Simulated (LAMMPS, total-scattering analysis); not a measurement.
# fcc solid solution (Ni0.16,Cu0.84) on heating

The crystal is built from its structure type, relaxed with the potential and heated at zero pressure by classical molecular dynamics (LAMMPS) with the EAM universal-3 functions (Foiles, Baskes and Daw, Phys. Rev. B 33, 7983 (1986)); 500 atoms (Cu 83.6, Ni 16.4 atom %). Uiso is the variance of an atom's position about its mean, per direction. The dynamics are classical, so there is no zero-point motion. Distances and their variances come from the pair functions; G(r) = 4πrρ₀[g(r) − 1], where it appears, has X-ray or neutron weights and the resolution of a Lorch transform up to 25 Å⁻¹. All values are simulated. These functions were fitted to pure metals and dilute alloys; melting points and liquid structure are extrapolations.

A short relaxation of cell and atoms comes first; the barostat, one for each edge, then takes the cell to the potential's own size.

cell.lmp:

```
fcc solid solution (Ni0.16,Cu0.84)

500 atoms
2 atom types

0 17.60000 xlo xhi
0 17.60000 ylo yhi
0 17.60000 zlo zhi

Masses

1 63.5460  # Cu
2 58.6934  # Ni

Atoms # atomic

1 1 0.00000 0.00000 0.00000
2 1 0.00000 1.76000 1.76000
3 1 1.76000 0.00000 1.76000
4 1 0.00000 1.76000 5.28000
5 1 1.76000 0.00000 5.28000
6 1 1.76000 1.76000 3.52000
7 1 0.00000 0.00000 7.04000
8 1 0.00000 1.76000 8.80000
9 1 1.76000 0.00000 8.80000
10 1 1.76000 1.76000 7.04000
11 1 0.00000 0.00000 10.56000
12 1 1.76000 0.00000 12.32000
13 1 0.00000 0.00000 14.08000
14 1 0.00000 1.76000 15.84000
15 1 1.76000 0.00000 15.84000
16 1 1.76000 1.76000 14.08000
17 1 0.00000 5.28000 1.76000
18 1 1.76000 5.28000 0.00000
19 1 0.00000 3.52000 3.52000
20 1 1.76000 3.52000 5.28000
21 1 1.76000 5.28000 3.52000
22 1 0.00000 3.52000 7.04000
23 1 0.00000 5.28000 8.80000
24 1 1.76000 3.52000 8.80000
25 1 1.76000 5.28000 7.04000
26 1 0.00000 3.52000 10.56000
27 1 0.00000 5.28000 12.32000
28 1 1.76000 3.52000 12.32000
29 1 1.76000 5.28000 10.56000
30 1 0.00000 3.52000 14.08000
31 1 0.00000 5.28000 15.84000
32 1 1.76000 3.52000 15.84000
33 1 1.76000 5.28000 14.08000
34 1 0.00000 8.80000 1.76000
35 1 1.76000 7.04000 1.76000
36 1 0.00000 7.04000 3.52000
37 1 0.00000 8.80000 5.28000
38 1 1.76000 7.04000 5.28000
39 1 1.76000 8.80000 3.52000
40 1 0.00000 7.04000 7.04000
41 1 0.00000 8.80000 8.80000
42 1 1.76000 7.04000 8.80000
43 1 1.76000 8.80000 7.04000
44 1 0.00000 7.04000 10.56000
45 1 0.00000 8.80000 12.32000
[... further atoms left out ...]
```

Contents of in.lmp:

```
# heating of fcc solid solution (Ni0.16,Cu0.84)
units metal
atom_style atomic
boundary p p p
read_data cell.lmp
replicate 1 1 1
pair_style eam
pair_coeff 1 1 Cu_u3.eam
pair_coeff 2 2 Ni_u3.eam
neigh_modify delay 0 every 1 check yes
thermo_style custom step time temp pe press density lx ly lz
thermo_modify norm yes
timestep 0.002
thermo 100
fix br all box/relax aniso 0.0
minimize 1e-8 1e-6 500 5000
unfix br
reset_timestep 0
velocity all create 400 5375 mom yes dist gaussian
thermo 750
fix md all npt temp 200 200 0.2 aniso 0 0 2
run 1500 post no
unfix md
print "== production at 200 K"
dump d all custom 100 s0.traj id type xu yu zu
dump_modify d sort id format float %.3f
thermo 62
fix md all npt temp 200 200 0.2 aniso 0 0 2
run 2500 post no
unfix md
undump d
[... 4 more blocks of the same form, at 300 K, 600 K, 1120 K and 1590 K ...]
thermo 500
fix md all npt temp 1590 2470 0.2 aniso 0 0 2
run 1000 post no
unfix md
thermo 750
fix md all npt temp 2470 2470 0.2 aniso 0 0 2
run 1500 post no
unfix md
print "== production at 2470 K"
dump d all custom 100 s5.traj id type xu yu zu
dump_modify d sort id format float %.3f
thermo 62
fix md all npt temp 2470 2470 0.2 aniso 0 0 2
run 2500 post no
unfix md
undump d
```

```console
$ lmp -in in.lmp -log none -nocite
```

```text
[a thinned log: between the lines shown up to 5 are left out unmarked, longer gaps are marked]
LAMMPS (22 Jul 2025 - Update 4)
Reading data file ...
  orthogonal box = (0 0 0) to (17.6 17.6 17.6)
  500 atoms
  orthogonal box = (0 0 0) to (17.6 17.6 17.6)
  500 atoms
WARNING: Energy due to 3 extra global DOFs will be included in minimizer energies
   Step          Time           Temp          PotEng         Press         Density           Lx             Ly             Lz
         0   0              0             -3.6567259      114346.32      9.5573607      17.6           17.6           17.6
       100   0.2            0             -3.6744858      59777.264      9.2765226      17.775824      17.776         17.775711
       200   0.4            0             -3.6819347      12385.746      9.0068584      17.95144       17.952         17.951077
       300   0.6            0             -3.6826013      232.54239      8.9330668      18.000465      18.003246      17.998689
       400   0.8            0             -3.6830803     -34.294724      8.9290749      18.003908      18.004729      18.001809
       462   0.924          0             -3.6830939      99.005458      8.9297955      18.002521      18.005867      18.000605
[... 12 lines left out ...]
== production at 200 K (one thermo line in eight is kept)
      1500   3              197.02048     -3.6552743      4321.2856      8.8667912      18.038956      18.057762      18.039901
[... 13 lines left out ...]
      5250   10.5           298.86727     -3.6402817      1792.1811      8.8026703      18.012002      18.110888      18.145118
== production at 300 K (one thermo line in eight is kept)
[... 9 lines left out ...]
      9000   18             298.76466     -3.6426988      887.54279      8.8031588      18.146405      18.129902      17.990837
[... 9 lines left out ...]
== production at 600 K (one thermo line in eight is kept)
     12462   24.924         581.64757     -3.5989899      3603.7516      8.6832851      17.98793       18.213693      18.315245
[... 14 lines left out ...]
== production at 1120 K (one thermo line in eight is kept)
[... 19 lines left out ...]
== production at 1590 K (one thermo line in eight is kept)
[... 6 lines left out ...]
     23932   47.864         1592.4002     -3.4063181      4128.2296      8.0660235      18.806163      18.615097      18.452321
[... 10 lines left out ...]
     26500   53             2414.1703     -3.1096244     -7280.3209      6.9293375      18.87958       18.443914      21.594285
Loop time of 0.660089 s on 1 MPI rank(s) for 1500 steps with 500 atoms
== production at 2470 K (one thermo line in eight is kept)
   Step          Time           Temp          PotEng         Press         Density           Lx             Ly             Lz
     26500   53             2414.1703     -3.1096244     -7280.3209      6.9293375      18.87958       18.443914      21.594285
     26970   53.94          2528.4506     -3.1394107     -13260.423      7.0036675      18.857758      18.285532      21.5751
     27466   54.932         2281.3535     -3.1147205     -8865.1173      6.9585546      18.715034      18.501353      21.625333
     27962   55.924         2501.4771     -3.121903      -11202.947      6.9239103      18.124085      18.98048       21.875665
     28458   56.916         2361.8145     -3.1104724      2402.4285      6.9969129      17.59527       19.313617      21.91341
     28954   57.908         2444.6531     -3.1233033     -5612.319       6.9687384      16.985367      19.718109      22.324494
Loop time of 1.10073 s on 1 MPI rank(s) for 2500 steps with 500 atoms
```

It took 14 s on 1 thread of AMD EPYC 9R45 96-Core Processor (Zen 5), on a shared host, peak memory 0.11 GiB.

```
T (K)        state  cell edges (Å)  Uiso Cu (Å²)  Uiso Ni (Å²)  Cu–Cu mean (Å)  its variance (Å²)  density (g/cm³)
  200  crystalline           3.612        0.0043        0.0037           2.561             0.0054            8.844
  300  crystalline           3.618        0.0065        0.0060           2.567             0.0082            8.799
  600  crystalline           3.637        0.0142        0.0130           2.585             0.0176            8.665
 1120  crystalline           3.675        0.0332        0.0305           2.625             0.0384            8.398
 1590  crystalline           3.724        0.0674        0.0629           2.696             0.0767            8.074
 2470       liquid               -             -             -               -                  -            6.995
```

In the harmonic range U = 3ħ²T/(M k θ²), a line through the origin. The rows at 200 and 300 K give, as effective values by element: Cu 2.15×10⁻⁵ Å²/K, θ = 326 K; Ni 1.96×10⁻⁵ Å²/K, θ = 355 K. At 300 K the first Cu–Cu peak has variance 0.0082 Å², against 0.0130 Å² for independent atoms: neighbours move together (and where motion is anisotropic, less along the bond than Uiso suggests), which is what the δ₁ term models in PDF fits at high temperature. In a solid solution the peak also holds static size disorder, which Uiso about each atom's own mean leaves out. The mean volume expansion between 200 and 1590 K is 69×10⁻⁶ K⁻¹. At 1590 K, B = 8π²U = 5.32 Å² for Cu, which damps this element's own term in Bragg intensity at Q = 6 Å⁻¹ to 9 %, and √(3U) is 0.18 of its nearest peak distance (Cu–Ni, 2.48 Å). By 2470 K the order is gone and the mean density is 6.995 g/cm³, which averages over the melting if that fell inside the sampled stretch; a perfect periodic crystal superheats, so the model's melting point lies below the temperature at which it collapsed.

[Logs are printed without paths, hosts, clocks, repeated set-up lines and the standing remarks that a program may print on its own settings, such as how far it seeks lower states.]
